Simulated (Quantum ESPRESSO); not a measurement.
## Magnetic state of Mo2C from several starts

Aim: find out which collinear order of Mo2C costs least.

Main program and level: Quantum ESPRESSO 7.5; LDA; plane waves with GBRV 1.5 LDA potentials, no spin-orbit coupling.

### 1. The starting structure

Symmetry: Pbcn, No. 60, orthorhombic system. The conventional cell has a = 4.735 Å, b = 6.025 Å, c = 5.210 Å, α = 90.00°, β = 90.00°, γ = 90.00°. Nearest to Mo lie 3 C at 2.09 to 2.12 Å. Nearest to C lie 6 Mo at 2.09 to 2.12 Å. Farther neighbours are not listed.

The cell comes from the Crystallography Open Database.

### 2. Start 1: ferro ++++++++

The signs are those of the starting moments on the seeded atoms, the atoms that are given a moment.

pw.in reads:

```
&CONTROL
  calculation = 'scf'
  prefix = 'pwscf'
  outdir = './tmp'
  pseudo_dir = './pseudo'
  disk_io = 'nowf'
/
&SYSTEM
  ibrav = 0
  celldm(1) = 8
  nat = 12
  ntyp = 2
  ecutwfc = 40
  ecutrho = 280
  nbnd = 85
  occupations = 'smearing'
  smearing = 'fd'
  degauss = 0.00734986
  nspin = 2
  starting_magnetization(1) = 0.0714
  starting_magnetization(2) = 0
/
&ELECTRONS
  conv_thr = 2.4d-08
  electron_maxstep = 150
  mixing_beta = 0.3
/
ATOMIC_SPECIES
Mo     95.9500 mo_lda_v1.uspp.F.UPF
C      12.0110 c_lda_v1.2.uspp.F.UPF
CELL_PARAMETERS alat
   1.1184816500129    0.0000000000000    0.0000000000000
   0.0000000000000    1.4231999876088    0.0000000000000
   0.0000000000000    0.0000000000000    1.2306841386625
ATOMIC_POSITIONS crystal
Mo      0.2450000000    0.1250000000    0.0830000000
Mo      0.2550000000    0.3750000000    0.5830000000
Mo      0.7450000000    0.3750000000    0.9170000000
Mo      0.7550000000    0.1250000000    0.4170000000
Mo      0.7550000000    0.8750000000    0.9170000000
Mo      0.7450000000    0.6250000000    0.4170000000
Mo      0.2550000000    0.6250000000    0.0830000000
Mo      0.2450000000    0.8750000000    0.5830000000
C       0.0000000000    0.3750000000    0.2500000000
C       0.5000000000    0.1250000000    0.7500000000
C       0.0000000000    0.6250000000    0.7500000000
C       0.5000000000    0.8750000000    0.2500000000
K_POINTS automatic
6 6 6 0 0 0
```

The run is started by

```console
OMP_NUM_THREADS=1 mpirun -n 4 pw.x -nk 4 -in pw.in > pw.out
```

The log of the run:

```text
Program PWSCF v.7.5 starts

     Message from routine setup:
     using ibrav=0 with symmetry is DISCOURAGED, use correct ibrav instead

     K-points division:     npool     =       4
     Subspace diagonalization in iterative solution of the eigenvalue problem:

     G-vector sticks info
     --------------------
     sticks:   dense  smooth     PW     G-vecs:    dense   smooth      PW
     Sum        2267    1293    379                79395    34195    5507

     Using Slab Decomposition

     bravais-lattice index     =            0
     lattice parameter (alat)  =       8.0000  a.u.
     unit-cell volume          =    1003.0241 (a.u.)^3
     number of atoms/cell      =           12
     number of atomic types    =            2
     number of electrons       =       128.00
     number of Kohn-Sham states=           85
     kinetic-energy cutoff     =      40.0000  Ry
     charge density cutoff     =     280.0000  Ry
     scf convergence threshold =      2.4E-08
     mixing beta               =       0.3000
     number of iterations used =            8  plain     mixing
     Exchange-correlation= SLA  PZ   NOGX NOGC
                           (   1   1   0   0   0   0   0)

     celldm(1)=   8.000000  celldm(2)=   0.000000  celldm(3)=   0.000000
     celldm(4)=   0.000000  celldm(5)=   0.000000  celldm(6)=   0.000000

     crystal axes: (cart. coord. in units of alat)
               a(1) = (   1.118482   0.000000   0.000000 )
               a(2) = (   0.000000   1.423200   0.000000 )
               a(3) = (   0.000000   0.000000   1.230684 )

     reciprocal axes: (cart. coord. in units 2 pi/alat)
               b(1) = (  0.894069  0.000000  0.000000 )
               b(2) = (  0.000000  0.702642  0.000000 )
               b(3) = (  0.000000  0.000000  0.812556 )

     PseudoPot. # 1 for Mo read from file:
     mo_lda_v1.uspp.F.UPF
     Pseudo is Ultrasoft + core correction, Zval = 14.0
     Generated by new atomic code, or converted to UPF format
     Using radial grid of  889 points,  6 beta functions with:
                l(1) =   0
                l(2) =   0
                l(3) =   1
                l(4) =   1
                l(5) =   2
                l(6) =   2
     Q(r) pseudized with  6 coefficients,  rinner =    1.000   1.000   1.000
                                                       1.000   1.000

     PseudoPot. # 2 for C  read from file:
     c_lda_v1.2.uspp.F.UPF
     Pseudo is Ultrasoft + core correction, Zval =  4.0
     Generated by new atomic code, or converted to UPF format
     Using radial grid of  721 points,  4 beta functions with:
                l(1) =   0
                l(2) =   0
                l(3) =   1
                l(4) =   1
     Q(r) pseudized with  8 coefficients,  rinner =    1.100   1.100   1.100

     atomic species   valence    mass     pseudopotential
     Mo               14.00    95.95000     Mo( 1.00)
     C                 4.00    12.01100     C ( 1.00)

     Starting magnetic structure
     atomic species   magnetization
     Mo              0.071
     C               0.000

      8 Sym. Ops., with inversion, found ( 6 have fractional translation)

   Cartesian axes

     site n.     atom                  positions (alat units)
         1        Mo     tau(   1) = (   0.2740280   0.1779000   0.1021468  )
         2        Mo     tau(   2) = (   0.2852128   0.5337000   0.7174889  )
         3        Mo     tau(   3) = (   0.8332688   0.5337000   1.1285374  )
         4        Mo     tau(   4) = (   0.8444536   0.1779000   0.5131953  )
         5        Mo     tau(   5) = (   0.8444536   1.2453000   1.1285374  )
         6        Mo     tau(   6) = (   0.8332688   0.8895000   0.5131953  )
         7        Mo     tau(   7) = (   0.2852128   0.8895000   0.1021468  )
         8        Mo     tau(   8) = (   0.2740280   1.2453000   0.7174889  )
         9        C      tau(   9) = (   0.0000000   0.5337000   0.3076710  )
        10        C      tau(  10) = (   0.5592408   0.1779000   0.9230131  )
        11        C      tau(  11) = (   0.0000000   0.8895000   0.9230131  )
        12        C      tau(  12) = (   0.5592408   1.2453000   0.3076710  )

     number of k points=    64  Fermi-Dirac smearing, width (Ry)=  0.0073
                       cart. coord. in units 2pi/alat
        k(    1) = (   0.0000000   0.0000000   0.0000000), wk =   0.0046296
        k(    2) = (   0.0000000   0.0000000   0.1354260), wk =   0.0092593
        k(    3) = (   0.0000000   0.0000000   0.2708521), wk =   0.0092593
        k(    4) = (   0.0000000   0.0000000  -0.4062781), wk =   0.0046296
        k(    5) = (   0.0000000   0.1171070   0.0000000), wk =   0.0092593
        [... 59 further k-points ...]

     Dense  grid:    79395 G-vectors     FFT dimensions: (  48,  64,  54)

     Smooth grid:    34195 G-vectors     FFT dimensions: (  40,  48,  40)

     Generating pointlists ...
     new r_m :   0.2037 (alat units)  1.6298 (a.u.) for type    1
     new r_m :   0.2037 (alat units)  1.6298 (a.u.) for type    2

     Initial potential from superposition of free atoms

     starting charge     127.9930, renormalised to     128.0000
     Starting wfcs are  120 randomized atomic wfcs

     Self-consistent Calculation

     iteration #  1     ecut=    40.00 Ry     beta= 0.30
     Davidson diagonalization with overlap
     ethr =  1.00E-02,  avg # of iterations =  2.0

     total energy              =   -1161.78081932 Ry
     estimated scf accuracy    <       2.38434161 Ry

     total magnetization       =     1.76 Bohr mag/cell
     absolute magnetization    =     1.91 Bohr mag/cell

     iteration #  2     ecut=    40.00 Ry     beta= 0.30
     Davidson diagonalization with overlap
     ethr =  1.86E-03,  avg # of iterations =  2.0

     total energy              =   -1162.24115656 Ry
     estimated scf accuracy    <       0.06453734 Ry

     total magnetization       =     1.33 Bohr mag/cell
     absolute magnetization    =     1.50 Bohr mag/cell

     iteration #  3     ecut=    40.00 Ry     beta= 0.30
     Davidson diagonalization with overlap
     ethr =  5.04E-05,  avg # of iterations =  4.5

     total energy              =   -1162.26144038 Ry
     estimated scf accuracy    <       0.02935900 Ry

     total magnetization       =     1.05 Bohr mag/cell
     absolute magnetization    =     1.20 Bohr mag/cell

     [... further iterations left out ...]

     iteration #  9     ecut=    40.00 Ry     beta= 0.30
     Davidson diagonalization with overlap
     ethr =  2.47E-08,  avg # of iterations =  3.0

     total energy              =   -1162.27179609 Ry
     estimated scf accuracy    <       0.00000071 Ry

     total magnetization       =     0.00 Bohr mag/cell
     absolute magnetization    =     0.01 Bohr mag/cell

     iteration # 10     ecut=    40.00 Ry     beta= 0.30
     Davidson diagonalization with overlap
     ethr =  5.52E-10,  avg # of iterations =  4.1

     total energy              =   -1162.27179647 Ry
     estimated scf accuracy    <       0.00000056 Ry

     total magnetization       =     0.00 Bohr mag/cell
     absolute magnetization    =     0.00 Bohr mag/cell

     iteration # 11     ecut=    40.00 Ry     beta= 0.30
     Davidson diagonalization with overlap
     ethr =  4.34E-10,  avg # of iterations =  2.4

     total energy              =   -1162.27179666 Ry
     estimated scf accuracy    <       0.00000003 Ry

     total magnetization       =    -0.00 Bohr mag/cell
     absolute magnetization    =     0.00 Bohr mag/cell

     iteration # 12     ecut=    40.00 Ry     beta= 0.30
     Davidson diagonalization with overlap
     ethr =  2.07E-11,  avg # of iterations =  2.5

     Magnetic moment per site  (integrated on atomic sphere of radius R)
     atom   1 (R=0.204)  charge=  9.6043  magn=  0.0000
     atom   2 (R=0.204)  charge=  9.6043  magn=  0.0000
     atom   3 (R=0.204)  charge=  9.6043  magn=  0.0000
     atom   4 (R=0.204)  charge=  9.6043  magn=  0.0000
     atom   5 (R=0.204)  charge=  9.6043  magn=  0.0000
     atom   6 (R=0.204)  charge=  9.6043  magn=  0.0000
     atom   7 (R=0.204)  charge=  9.6043  magn=  0.0000
     atom   8 (R=0.204)  charge=  9.6043  magn=  0.0000
     atom   9 (R=0.204)  charge=  3.4838  magn= -0.0001
     atom  10 (R=0.204)  charge=  3.4838  magn= -0.0001
     atom  11 (R=0.204)  charge=  3.4838  magn= -0.0001
     atom  12 (R=0.204)  charge=  3.4838  magn= -0.0001

     End of self-consistent calculation

     Number of k-points >= 100: set verbosity='high' to print the bands.

     the Fermi energy is    19.8474 ev

!    total energy              =   -1162.27179668 Ry
     estimated scf accuracy    <          7.1E-09 Ry
     smearing contrib. (-TS)   =      -0.01674568 Ry
     internal energy E=F+TS    =   -1162.25505100 Ry

     The total energy is F=E-TS. E is the sum of the following terms:
     one-electron contribution =    -152.66626564 Ry
     hartree contribution      =     154.60934795 Ry
     xc contribution           =    -168.34389578 Ry
     ewald contribution        =    -995.85423753 Ry

     total magnetization       =    -0.00 Bohr mag/cell
     absolute magnetization    =     0.00 Bohr mag/cell

     convergence has been achieved in  12 iterations

=------------------------------------------------------------------------------=
   JOB DONE.
=------------------------------------------------------------------------------=
```

Run time: 3.5 min. Hardware: 4 MPI ranks of Intel Xeon Platinum 8488C (Sapphire Rapids), shared host; peak memory 1.4 GiB.

Spin moment in the atom's sphere by atom:

```csv
atom,spin moment in the atom's sphere (μB)
Mo1,0.0000
Mo2,0.0000
Mo3,0.0000
Mo4,0.0000
Mo5,0.0000
Mo6,0.0000
Mo7,0.0000
Mo8,0.0000
C9,-0.0001
C10,-0.0001
C11,-0.0001
C12,-0.0001
```

Numbers from this step:

* smearing term TS: 0.2278 eV
* magnetization: 0 μB
* absolute magnetization: 0 μB
* final state: non-magnetic

[end of part 1 of 2]

[Logs and program files are shortened in this print: banners, set-up blocks, solver, clock and traceback lines can be left out without a mark of their own.]

[Logs are printed without paths, hosts, clocks, repeated set-up lines and the standing remarks that a program may print on its own settings, such as how far it seeks lower states.]

[Hosts, paths, dates, database ids (printed as entryN), source tags and the programs' standing remarks are cut or masked in the printed files.]

[Where a cell is said to come from a database of computed structures, the database is the Materials Project.]
